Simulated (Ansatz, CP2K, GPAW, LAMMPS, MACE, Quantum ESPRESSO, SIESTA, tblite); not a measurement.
# Amorphous Ge (61 atoms) in other programs, against a plane-wave reference

Aim: run amorphous Ge (61 atoms) in several programs and set results and cost side by side. A plane-wave run serves as the reference.

Calculated with Ansatz 0.2.0; Kohn-Sham DFT, PBE, PAW, plane waves.

**1. Starting point**

The cell holds 61 atoms: 61 Ge. Cell: a = 11.512 Å, b = 11.512 Å, c = 11.512 Å, α = 90.0°, β = 90.0°, γ = 90.0°. 61 atoms (61 Ge) placed at random at 4.82 g/cm³, melted at 3500 K for 10 ps at fixed volume with the Tersoff potential (Tersoff, Phys. Rev. B 39, 5566 (1989)). Quenched from 3500 K to 100 K at 5 K/ps and fixed volume, held 5 ps, then minimised at fixed cell.

**2. Reference: Ansatz, plane waves**

The PAW files are the set soft_2.

Contents of input.yaml:

```yaml
crystal:
  lattice:
    - [11.5121, 0.0, 0.0]
    - [0.0, 11.5121, 0.0]
    - [0.0, 0.0, 11.5121]
  atoms:
    - { symbol: Ge, position: [0.61375, 0.27767, 0.05761] }
    - { symbol: Ge, position: [0.20804, 0.95453, 0.23365] }
    - { symbol: Ge, position: [0.99885, 0.97291, 0.27892] }
    - { symbol: Ge, position: [0.62929, 0.26978, 0.72823] }
    [... 51 atom lines left out ...]
    - { symbol: Ge, position: [0.35384, 0.46194, 0.88019] }
    - { symbol: Ge, position: [0.54952, 0.5348, 0.56253] }
    - { symbol: Ge, position: [0.92685, 0.79876, 0.15968] }
    - { symbol: Ge, position: [0.19751, 0.12596, 0.09701] }
    - { symbol: Ge, position: [0.50615, 0.99373, 0.91795] }
    - { symbol: Ge, position: [0.10786, 0.63201, 0.68839] }
kpoints:
  mp_grid: { grid: [1, 1, 1] }
hamiltonian:
  xc: pbe
scf:
  occupations: { method: fermi_dirac, width: 0.05 }
output:
  forces: true
  eigenvalues: true
  populations: true
  stress: true
```

Started as:

```
ansatz run input.yaml --threads 8 --pin off --max-ram 15872MiB --backend cpu --events-out ev --progress --plain --runs-dir out
```

Numbers of over 12 decimals in the logs are rounded to 6 here.

Output:

```text
[...]
Pseudopotentials: kind: paw
Pseudopotential: Ge, paw, valence charge 14, recommended cutoff 420 eV (normal), Ge.paw.azcp
[... 5 lines on functional and potentials left out ...]
Crystal: 61 atoms, lattice volume = 1525.681 Å³
Basis set: ecut = 420 eV, 29855 PW (Γ), exchange–correlation on 160×160×160 points (8 copies of the dense FFT grid, shifted against one another)
Bands: 513, of which v1, the nominal top of the filled ones, is band 427 counted from 1 (426 counted from 0)
Symmetry: 1 space group operations
Space group: P1 (ITA 1), of the structure as read, at distance tolerance 1.2e-4 Å
k-points: 1
[... 3 lines on functional and potentials left out ...]
Initial density: superposition of atomic densities (neutral atoms: chi_scale 0, normalization atom), corrected by the library's trained network
Initial wavefunctions: pseudopotential atomic-orbital guess
[...]
SCF iter   1: F=—  HF=-261980.583908 eV  |F-HF|=—  |Δ(HF+E_count)|=         —  Δρ=3.56e-3  dr2=4.55e-1  ethr=1.77e-3  ⟨swp⟩=6.0  Hψ=1816  notcnv=0  defer=1
preconditioner: auto → LDOS  [insulator: Δε(μ)=0.199 eV  Ē_g=22.049 eV  σ=0.050 eV  W_gap=0.76  n_scr=388 (ndim 8)  ℏωp=27.8 eV  f_vac=0.118  D(μ)=10.33/eV (n_scr^D=32)  ε∞_Penn≈2.6  β→1.0]
[...]
SCF iter   9: F=—  HF=-261980.480969 eV  |F-HF|=—  |Δ(HF+E_count)|=   7.47e-8  Δρ=2.29e-6  dr2=1.61e-7  ethr=1.30e-10  ⟨swp⟩=2.0  Hψ=626  notcnv=0  defer=65
SCF iter  10: F=-261980.480969 eV  HF=-261980.480969 eV  |F-HF|=1.63e-8  |Δ(HF+E_count)|=   1.24e-8  Δρ=9.74e-7  dr2=2.78e-8  ethr=1.17e-11  ⟨swp⟩=9.0  Hψ=2047  notcnv=0
SCF 1 converged in 10 iterations: F = -261980.480969 eV  dr2 = 2.78e-8
[...]
SCF converged after 10 iterations
Free energy (F): -261980.480969 eV
Harris-Foulkes:  -261980.480969 eV  (|F-HF|=1.63e-8)
Internal energy: -261980.358737 eV  (E = F + TS)
E sigma→0 (E₀):  -261980.419853 eV
Entropy (-TS):   -0.122232 eV (-2.004 meV/atom)
Fermi energy:    7.173129 eV
--- Per-component energies (eV) ---
[...]
Σ components = -261980.480969   (vs F -261980.480969, Δ=0.00e0)
--- Forces (eV/Å), atoms counted from 1 ---
  atom   1  Ge    -0.15735081     0.36538954    -0.07211455
  atom   2  Ge    -0.12195355    -0.13544366    -0.17651381
  atom   3  Ge    -0.06782350    -0.31561632     0.01923543
  atom   4  Ge    -0.18151225     0.08502037    -0.04994197
[...]
atom  61  Ge    -0.26207911     0.14701479     0.01583973
  max |Σ_I F_I| component: 1.41e-5 eV/Å
--- Stress (GPa, compression-positive) ---
       -1.659926       1.357640      -0.330972
        1.357640       0.408683      -0.822356
       -0.330972      -0.822356       2.980586
  P = ⅓ Tr σ = 0.5764 GPa (5.764 kbar)
--- Band table (eV) ---
  k-point 0: bands = ["-17.5675", "-17.5422", "-17.5318", "-17.5287", [... 497 levels ...], "12.0431", "12.0704", "12.1525", "12.2150", "12.2344", "12.3264", "12.3758", "12.4511", "12.4745", "12.5425", "12.6048", "12.6619"]
--- Löwdin populations: 61 sites ---
  site symbol       q [e]
     0     Ge     13.9942
     1     Ge     14.0002
     2     Ge     13.9675
[...]
60     Ge     13.9777
  spilling = 0.001645 (of n_electrons = 854.000000)
```

Elapsed: 16 s, on 8 threads of Arm Neoverse V1, shared host; peak memory 2.3 GiB; 2 min of CPU time.

The run gave:

| Quantity | Value |
| --- | --- |
| free energy | -261980.4810 eV |
| free energy per atom | -4294.7620 eV/atom |
| SCF cycles | 10 |
| pressure | 0.5764 GPa |
| r.m.s. force component | 0.2389 eV/Å |
| longest force | 1.21 eV/Å |
| Fermi energy | 7.173 eV |
| levels partly filled by over 2 per cent | 3 |
| spilling of the projection | 0.001645 |

Neighbours are counted within 2.98 Å (Ge-Ge).

Length of the force by element and coordination:

| element | coordination | atoms | mean length of the force (eV/Å) | spread | least | most |
| --- | --- | --- | --- | --- | --- | --- |
| Ge | all | 61 | 0.354 | 0.215 | 0.0555 | 1.21 |
| Ge | 4 | 57 | 0.334 | 0.197 | 0.0555 | 1.21 |
| Ge | 5 | 4 | 0.641 | 0.251 | 0.371 | 0.907 |

The mean of these charges, 0.023 e, is only the charge that the projection spills.

Löwdin charges by element and coordination (they lack the spilled electrons, 0.023 e an atom on average):

| element | coordination | atoms | mean charge (e) | spread | least | most |
| --- | --- | --- | --- | --- | --- | --- |
| Ge | all | 61 | 0.023 | 0.0205 | -0.0598 | 0.0605 |
| Ge | 4 | 57 | 0.0258 | 0.0167 | -0.0137 | 0.0605 |
| Ge | 5 | 4 | -0.0161 | 0.0277 | -0.0598 | 0.008 |

The levels nearest the highest filled one (over half full), pooled over k-points and spins:

| level less the highest filled one (eV) | occupation |
| --- | --- |
| -0.612 | 2 |
| -0.426 | 2 |
| -0.409 | 2 |
| -0.370 | 2 |
| -0.244 | 2.00 |
| 0 | 1.56 |
| 0.148 | 0.313 |
| 0.198 | 0.127 |
| 0.427 | 0.001 |
| 0.476 | 0.001 |
| 0.630 | 0 |
| 0.698 | 0 |

**3. Local order**

Density 4.82 g/cm³, 25.01 Å³ an atom.

Pair distribution function in bins of 0.1 Å:

| r (Å) | total |
| --- | --- |
| 2.25 | 0.00 |
| 2.35 | 0.12 |
| 2.45 | 4.74 |
| 2.55 | 6.05 |
| 2.65 | 1.39 |
| 2.75 | 0.26 |
| 2.85 | 0.08 |
| 2.95 | 0.00 |
| 3.05 | 0.07 |
| 3.15 | 0.06 |
| 3.25 | 0.06 |
| 3.35 | 0.12 |
| 3.45 | 0.17 |
| 3.55 | 0.46 |
| 3.65 | 0.83 |
| 3.75 | 0.74 |
| 3.85 | 1.27 |
| 3.95 | 2.05 |
| 4.05 | 2.75 |
| 4.15 | 2.31 |
| 4.25 | 1.62 |
| 4.35 | 1.21 |
| 4.45 | 1.42 |
| 4.55 | 0.98 |
| 4.65 | 0.84 |
| 4.75 | 0.78 |
| 4.85 | 0.64 |
| 4.95 | 0.94 |
| 5.05 | 0.64 |
| 5.15 | 0.79 |
| 5.25 | 0.76 |
| 5.35 | 0.73 |
| 5.45 | 0.64 |
| 5.55 | 0.70 |
| 5.65 | 0.76 |
| 5.75 | 1.07 |

Bonds by pair of elements; cutoffs follow the first minimum of g(r), held within bounds set by covalent radii, and pairs that aren't listed don't count as bonded:

| pair A-B | cutoff (Å) | bonds | mean length (Å) | spread (Å) | shortest (Å) | B about A | A about B |
| --- | --- | --- | --- | --- | --- | --- | --- |
| Ge-Ge | 2.98 | 124 | 2.53 | 0.076 | 2.37 | 4.07 | 4.07 |

How many atoms have how many bonded neighbours:

| element | mean | 4 | 5 |
| --- | --- | --- | --- |
| Ge | 4.07 | 57 | 4 |

Rings of the network by King's shortest-path rule, up to 12 atoms, one path for each pair of neighbours; H, halogens, alkali and alkaline-earth atoms are left out, and the last column divides by all other atoms, bonded or not:

| ring size (atoms) | rings | per network atom |
| --- | --- | --- |
| 3 | 1 | 0.016 |
| 4 | 4 | 0.066 |
| 5 | 30 | 0.492 |
| 6 | 53 | 0.869 |
| 7 | 23 | 0.377 |
| 8 | 2 | 0.033 |

**4. What was run beside it**

The programs:
- CP2K 2026.2: Gaussian basis with GTH pseudopotentials and a plane-wave density; labels give functional, basis (MOLOPT sets; SR short-range, UZH the newer set with its own potentials), grid cutoff/relative cutoff and solver (OT: orbital transformation; TRS4, TC2, SIGN: linear-scaling purification with its sparsity filter), or its built-in tight binding.
- GPAW 26.7.0: PAW with atomic orbitals (LCAO), plane waves or a real-space grid of spacing h.
- MACE: machine-learned potential, published weights.
- Quantum ESPRESSO 7.5: plane waves; labels (QE) give functional, pseudopotential set and cutoffs of waves/density.
- SIESTA 5.4.2: numerical atomic orbitals, whose automatically made sets are far from complete, with PseudoDojo norm-conserving potentials that we converted to its format (checked against plane waves on the same files for H, C, O, Si, Ge and Ca alone); labels give functional, basis size, energy shift and mesh cutoff.
- tblite 0.8.0: extended tight binding, driven from Python.

All use the same cell and atoms; the electronic-structure runs use the same k-mesh, and an electronic temperature of 580 K (0.05 eV) where levels are smeared.

Differences are against the plane-wave reference, forces as r.m.s. over components; share is that over the reference's r.m.s. force, slope the least-squares factor from reference forces to these. Total energies of different programs have different zeros and aren't compared.

| run | Δ force, r.m.s. (meV/Å) | share (%) | slope | Δ pressure (GPa) | cores | CPU time | memory (GiB) |
| --- | --- | --- | --- | --- | --- | --- | --- |
| reference | - | - | - | - | 8 | 2 min | 2.3 |
| CP2K PBE+D3, DZVP-UZH, 350/50 Ry, diagonalisation | 38.3 | 16.0 | 0.980 | -0.113 | 2 | 2.7 min | 1.9 |
| CP2K PBE, DZVP-MOLOPT (SR for Ge), 350/50 Ry, diagonalisation | 22.4 | 9.38 | 0.994 | 0.726 | 2 | 1.9 min | 1.8 |
| CP2K PBE, DZVP-UZH, 244/50 Ry, diagonalisation (coarse) | 28.4 | 11.9 | 0.995 | 0.473 | 2 | 2.6 min | 1.4 |
| CP2K PBE, DZVP-UZH, 350/30 Ry, diagonalisation (coarse) | 28.4 | 11.9 | 0.995 | 0.475 | 2 | 2 min | 1.8 |
| CP2K PBE, DZVP-UZH, 350/50 Ry, diagonalisation | 28.4 | 11.9 | 0.995 | 0.473 | 2 | 2.7 min | 1.8 |
| CP2K PBE, DZVP-UZH, 489/50 Ry, diagonalisation | 28.4 | 11.9 | 0.995 | 0.473 | 2 | 3.6 min | 2.9 |
| CP2K PBE, SZV-MOLOPT-SR, 350/50 Ry, diagonalisation (coarse) | 293 | 123 | 0.988 | -4.72 | 1 | 75 s | 1.7 |
| CP2K PBEsol, PBE potentials, DZVP-UZH, 350/50 Ry, diagonalisation | 32.5 | 13.6 | 1.011 | -0.182 | 2 | 2.7 min | 1.8 |
| CP2K RPBE, PBE potentials, DZVP-UZH, 350/50 Ry, diagonalisation | 30.2 | 12.6 | 0.987 | 0.836 | 2 | 2.7 min | 1.8 |
| GPAW PBE, LCAO dzp, h 0.2 Å | 42.7 | 17.9 | 1.058 | - | 1 | 3 min | 1.3 |
| GPAW PBE, LCAO dzp, h 0.2 Å, other mixer settings | 42.2 | 17.6 | 1.057 | - | 1 | 3.9 min | 1.2 |
| GPAW PBE, LCAO dzp, h 0.25 Å (coarse) | 46.5 | 19.5 | 1.048 | - | 1 | 2.1 min | 0.86 |
| GPAW PBE, LCAO szp(dzp), h 0.2 Å (coarse) | 120 | 50.3 | 1.169 | - | 1 | 2.2 min | 1.2 |
| GPAW RPBE, LCAO dzp, h 0.2 Å | 57.1 | 23.9 | 1.077 | - | 1 | 3 min | 1.3 |
| MACE MP-0b2 small potential | 193 | 80.8 | 0.374 | -1.41 | 1 | 7.6 s | 0.66 |
| MACE MP-0b3 medium potential | 189 | 79.1 | 0.402 | -1.05 | 1 | 8 s | 0.76 |
| MACE MPA-0 medium potential | 171 | 71.8 | 0.510 | -0.987 | 1 | 8.6 s | 0.75 |
| QE PBE, dojo-0.4.1-standard, 80/320 Ry | 3.79 | 1.58 | 1.004 | 0.0766 | 4 | 26 min | 4.2 |
| QE PBE, sssp-1.3.0-efficiency, 45/360 Ry | 2.08 | 0.872 | 1.000 | -0.245 | 4 | 13 min | 4.4 |
| SIESTA PBE, DZ, shift 0.01 Ry, mesh 300 Ry (coarse) | 72.0 | 30.2 | 1.018 | 0.098 | 1 | 1.8 min | 0.76 |
| SIESTA PBE, DZP, shift 0.01 Ry, mesh 100 Ry (coarse) | 101 | 42.4 | 1.042 | 3.05 | 1 | 97 s | 0.53 |
| SIESTA PBE, DZP, shift 0.01 Ry, mesh 300 Ry | 101 | 42.1 | 1.060 | 1.73 | 1 | 4.5 min | 1.2 |
| SIESTA PBE, SZ, shift 0.01 Ry, mesh 300 Ry (coarse) | 208 | 86.9 | 1.270 | 4.84 | 1 | 82 s | 0.63 |
| SIESTA PBE, TZP, shift 0.01 Ry, mesh 300 Ry | 86.9 | 36.4 | 1.052 | 1.17 | 2 | 6.8 min | 1.6 |
| tblite GFN1-xTB | 122 | 51.0 | 0.702 | 0.338 | 1 | 6 s | 0.13 |

Rows marked coarse were listed beforehand as settings not expected to be converged; some can still land near the reference.

Times of the machine-learned potentials are mostly Python's start and the loading of weights.

CPU time is summed over cores on a shared host, where runs went side by side, so it is rough. Symmetry, cutoffs, thresholds, outputs and thread counts weren't matched or tuned between programs; memory under MPI is the largest rank's times the ranks.

Runs without a result: CP2K GFN1-xTB, diagonalisation (not converged, the SCF not settling).

Within one program, basis, potentials and functional, energies share a zero. Each run against its twin at the usual cutoff or grid and solver:

| run | twin | Δ energy (meV/atom) | Δ force, r.m.s. (meV/Å) | CPU time over the twin's |
| --- | --- | --- | --- | --- |
| CP2K PBE, DZVP-UZH, 244/50 Ry, diagonalisation | DZVP-UZH, 350/50 Ry, diagonalisation | 2.0e-4 | 0.032 | 0.97 |
| CP2K PBE, DZVP-UZH, 350/30 Ry, diagonalisation | DZVP-UZH, 350/50 Ry, diagonalisation | -0.0475 | 0.49 | 0.76 |
| CP2K PBE, DZVP-UZH, 489/50 Ry, diagonalisation | DZVP-UZH, 350/50 Ry, diagonalisation | 2.0e-4 | 0.032 | 1.4 |
| GPAW PBE, LCAO dzp, h 0.2 Å, other mixer settings | LCAO dzp, h 0.2 Å | 0 | 1.28 | 1.3 |
| GPAW PBE, LCAO dzp, h 0.25 Å | LCAO dzp, h 0.2 Å | 14.6 | 24.2 | 0.70 |
| SIESTA PBE, DZP, shift 0.01 Ry, mesh 100 Ry | DZP, shift 0.01 Ry, mesh 300 Ry | -123 | 26.9 | 0.36 |

**5. What came out**

```
reference r.m.s. force component                       : 0.239 eV/Å
nearest in forces                                      : QE PBE, sssp-1.3.0-efficiency, 45/360 Ry, 0.87 %
farthest in forces                                     : CP2K PBE, SZV-MOLOPT-SR, 350/50 Ry, diagonalisation (coarse), 123 %
cheapest electronic-structure run beside the reference : tblite GFN1-xTB, 6 s of CPU time
```

PBE on plane waves or a grid with other potentials, cutoffs or grids, coarse settings apart, differs from the reference by 0.87 % (QE PBE, sssp-1.3.0-efficiency, 45/360 Ry) to 1.6 % (QE PBE, dojo-0.4.1-standard, 80/320 Ry) of the r.m.s. force; this holds the reference's own error, so differences of a few per cent don't tell which side is nearer the exact PBE result (QE's 80 Ry are 1088 eV, against the reference's 420 eV). The PBE runs in local orbitals, coarse settings apart, differ by 9.4 % (CP2K PBE, DZVP-MOLOPT (SR for Ge), 350/50 Ry, diagonalisation) to 42 % (SIESTA PBE, DZP, shift 0.01 Ry, mesh 300 Ry); basis, grid and potentials can all enter. Tight binding differs by 51 % (tblite GFN1-xTB); it is another model, with fitted parameters of its own, and the xTB methods hold dispersion. Machine-learned potentials differ by 72 % (MACE MPA-0 medium potential) to 81 % (MACE MP-0b2 small potential); they were trained on other programs' data. The cause of differences this large wasn't tested. Among those trained on PBE data the slope goes as low as 0.37, with a correlation of 0.59, so directions differ as well as sizes. Rows with another functional or a dispersion term differ by 13 % (CP2K RPBE, PBE potentials, DZVP-UZH, 350/50 Ry, diagonalisation) to 24 % (GPAW RPBE, LCAO dzp, h 0.2 Å), which mixes the change of model with differences of basis and potentials, some of them made for another functional. Runs with settings chosen to be coarse differ by 12 % (CP2K PBE, DZVP-UZH, 244/50 Ry, diagonalisation) to 123 % (CP2K PBE, SZV-MOLOPT-SR, 350/50 Ry, diagonalisation), their programs' other errors included. One electronic-structure run takes under half the reference's CPU time: tblite GFN1-xTB, at 51 % in 6 s against 2 min. In pressure, SIESTA PBE, SZ, shift 0.01 Ry, mesh 300 Ry misses by +4.8 GPa, at the same functional. In the reference: counting bands leaves a spacing of only 0.15 eV (at Γ alone), which the smearing bridges: 3 levels are partly filled by over 2 %, so a gap, if any, is small at this level. In the reference: Löwdin charges run from -0.06 to +0.06 e, about a mean that is the spilled charge alone. Periodic xTB results under one method name differ between programs and library versions. The potentials hold different valence shells: 854 electrons in the reference, 244 in CP2K with DZVP-MOLOPT and 244 in GPAW; this bears on time and differences. GPAW's setups keep the filled d shell of Ge in the core. Machine-learned potentials mimic data converged in k, so the reference's own k-point error enters their differences. The quench rate of 5 K/ps is many orders above laboratory rates, so the cell is likely richer in defects and strain than a real sample. The network of bonds at the start is that of the classical potential that made the cell, and needn't be the one that DFT or experiment would give. The reference's stress is far from hydrostatic: its diagonal is -1.7, 0.4, 3.0 GPa, compression counted positive. The electronic-structure runs sample only Γ, in a cell whose shortest periodic width is 12 Å, which is coarse for a cell with partly filled levels.

[Also dropped from logs without a mark: logging warnings of Python, and SIESTA's first energy breakdown and zero terms.]

[Logs are printed without paths, hosts, clocks, repeated set-up lines and the standing remarks that a program may print on its own settings, such as how far it seeks lower states.]

[Hosts, paths, dates, database ids (printed as entryN), source tags and the programs' standing remarks are cut or masked in the printed files.]
